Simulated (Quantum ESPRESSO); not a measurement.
## Fe: energy against a fixed spin moment

How stiff is the total moment of Fe, and does E(M) have further minima?

Method: LDA; plane waves with GBRV 1.5 LDA potentials, no spin-orbit coupling, in Quantum ESPRESSO 7.5.

Most raw output is cut from this account.

The database entry behind the starting cell differs from later determinations by our own check (about 0.2 % short), so it need not match the best structure at ambient conditions.

## Step 1: The starting structure

The structure is cubic, space group Im-3m (No. 229). The conventional cell has a = 2.860 Å, b = 2.860 Å, c = 2.860 Å, α = 90.00°, β = 90.00°, γ = 90.00°. Nearest to Fe lie 8 Fe at 2.48 Å.

The cell comes from the Crystallography Open Database.

## Step 2: The free run

Contents of pw.in:

```
&CONTROL
  calculation = 'scf'
  prefix = 'pwscf'
  outdir = './tmp'
  pseudo_dir = './pseudo'
  disk_io = 'nowf'
  tprnfor = .true.
  tstress = .true.
/
&SYSTEM
  ibrav = 0
  nat = 1
  ntyp = 1
  ecutwfc = 40
  ecutrho = 280
  nbnd = 15
  occupations = 'smearing'
  smearing = 'fd'
  degauss = 0.00999582
  nspin = 2
  starting_magnetization(1) = 0.175
/
&ELECTRONS
  conv_thr = 2d-09
  electron_maxstep = 150
  mixing_beta = 0.3
/
ATOMIC_SPECIES
Fe     55.8450 fe_lda_v1.5.uspp.F.UPF
CELL_PARAMETERS bohr
  -2.7027618925    2.7027618925    2.7027618925
   2.7027618925   -2.7027618925    2.7027618925
   2.7027618925    2.7027618925   -2.7027618925
ATOMIC_POSITIONS crystal
Fe      0.0000000000    0.0000000000    0.0000000000
K_POINTS automatic
14 14 14 0 0 0
```

Run with:

```console
> OMP_NUM_THREADS=1 mpirun -n 2 pw.x -nk 2 -in pw.in > pw.out
```

Elapsed: 7.5 s, on 2 MPI ranks of Intel Xeon Platinum 8259CL at 2.50GHz (Skylake/Cascade Lake), shared host; peak memory 0.15 GiB.

Spin moment in the atom's sphere by atom:

```
atom  spin moment in the atom's sphere (μB)
 Fe1                                   2.25
```

Read from the output:

| Quantity | Value |
| --- | --- |
| smearing term TS | 0.06092 eV |
| pressure | -21.21 GPa |
| magnetization | 2.235 μB |
| absolute magnetization | 2.306 μB |
| final state | ferromagnetic |

## Step 3: Moment fixed at 0 μB

The two spin channels are filled to separate Fermi energies, so that the total moment meets the target. Half of the up one less the down one is the slope dE/dM.

pw.in, as its differences from that of step 2:

```diff
@@ -20,3 +20,4 @@
   nspin = 2
-  starting_magnetization(1) = 0.175
+  starting_magnetization(1) = 0.0088
+  tot_magnetization = 0
 /
```

Wall time 6.5 s (2 MPI ranks); peak memory 0.15 GiB; 13 s of CPU time.

This step gave:

```
magnetization                                 : 0 μB
absolute magnetization                        : 0 μB
half the difference of the two Fermi energies : 0 meV
largest moment                                : 0 μB
```

## Step 4: Moment fixed at 0.302 μB

pw.in, as its differences from that of step 3:

```diff
@@ -20,4 +20,4 @@
   nspin = 2
-  starting_magnetization(1) = 0.0088
-  tot_magnetization = 0
+  starting_magnetization(1) = 0.0189
+  tot_magnetization = 0.302
 /
```

Wall time 7.7 s (2 MPI ranks); peak memory 0.15 GiB.

Spin moment in the atom's sphere by atom:

| atom | spin moment in the atom's sphere (μB) |
| --- | --- |
| Fe1 | 0.313 |

This step gave:

- magnetization: 0.302 μB
- absolute magnetization: 0.326 μB
- half the difference of the two Fermi energies: -85.2 meV

## Step 5: Moment fixed at 0.604 μB

pw.in, as its differences from that of step 4:

```diff
@@ -15,3 +15,3 @@
   ecutrho = 280
-  nbnd = 15
+  nbnd = 16
   occupations = 'smearing'
@@ -20,4 +20,4 @@
   nspin = 2
-  starting_magnetization(1) = 0.0189
-  tot_magnetization = 0.302
+  starting_magnetization(1) = 0.0377
+  tot_magnetization = 0.604
 /
```

Elapsed: 7.8 s, on 2 MPI ranks; peak memory 0.15 GiB.

Read from the output:

| Item | Value |
| --- | --- |
| magnetization | 0.604 μB |
| absolute magnetization | 0.65 μB |
| half the difference of the two Fermi energies | -163.4 meV |
| largest moment | 0.6246 μB |

## Step 6: E(M)

The runs not shown differ in the target, the start and the number of states alone. The point at 2.24 μB is the free run, entered with slope zero.

The energy over the lowest by total spin moment:

```
total spin moment (μB a cell)  energy over the lowest (meV a cell)
                         0.00                                  399
                         0.30                                  386
                         0.60                                  348
                         0.91                                  289
                         1.21                                  214
                         1.51                                  133
                         1.81                                 57.3
                         2.11                                 5.89
                         2.24                                    0
                         2.41                                 11.2
                         2.72                                 85.6
                         3.02                                  281
```

dE/dM against total spin moment:

```
total spin moment (μB a cell)  dE/dM (meV/μB)
                         0.00        -0.00114
                         0.30           -85.2
                         0.60            -163
                         0.91            -227
                         1.21            -266
                         1.51            -267
                         1.81            -223
                         2.11           -94.5
                         2.24               0
                         2.41             122
                         2.72             400
                         3.02             906
```

Largest site moment against total spin moment:

```
total spin moment (μB a cell)  largest site moment (μB)
                         0.00                    3.1e-6
                         0.30                     0.313
                         0.60                     0.625
                         0.91                     0.934
                         1.21                      1.24
                         1.51                      1.55
                         1.81                      1.85
                         2.11                      2.14
                         2.24                      2.26
                         2.41                      2.42
                         2.72                      2.69
                         3.02                      2.94
```

## Step 7: Results

```yaml
moment_of_the_free_run: 2.24 μB a cell
energy_at_zero_total_moment: 399 meV a cell over the lowest
delta_e_delta_m2_from_the_lowest_point_to_2p41_and_to_1p81_mu_b: 351 and 318 meV/μB²
```

In words: At zero total moment the site moments vanish, so the 399 meV a cell is the energy of forming them. The points show one minimum alone. The cell holds one seeded atom, so opposed orders, which may lie lower, cannot form in it. Energies are free energies at an electronic temperature of 1580 K, which lowers moments and differences where the moments are itinerant.

[Logs and program files are shortened in this print: banners, set-up blocks, solver, clock and traceback lines can be left out without a mark of their own.]

[Logs are printed without paths, hosts, clocks, repeated set-up lines and the standing remarks that a program may print on its own settings, such as how far it seeks lower states.]

[Hosts, paths, dates, database ids (printed as entryN), source tags and the programs' standing remarks are cut or masked in the printed files.]

[Where a cell is said to come from a database of computed structures, the database is the Materials Project.]
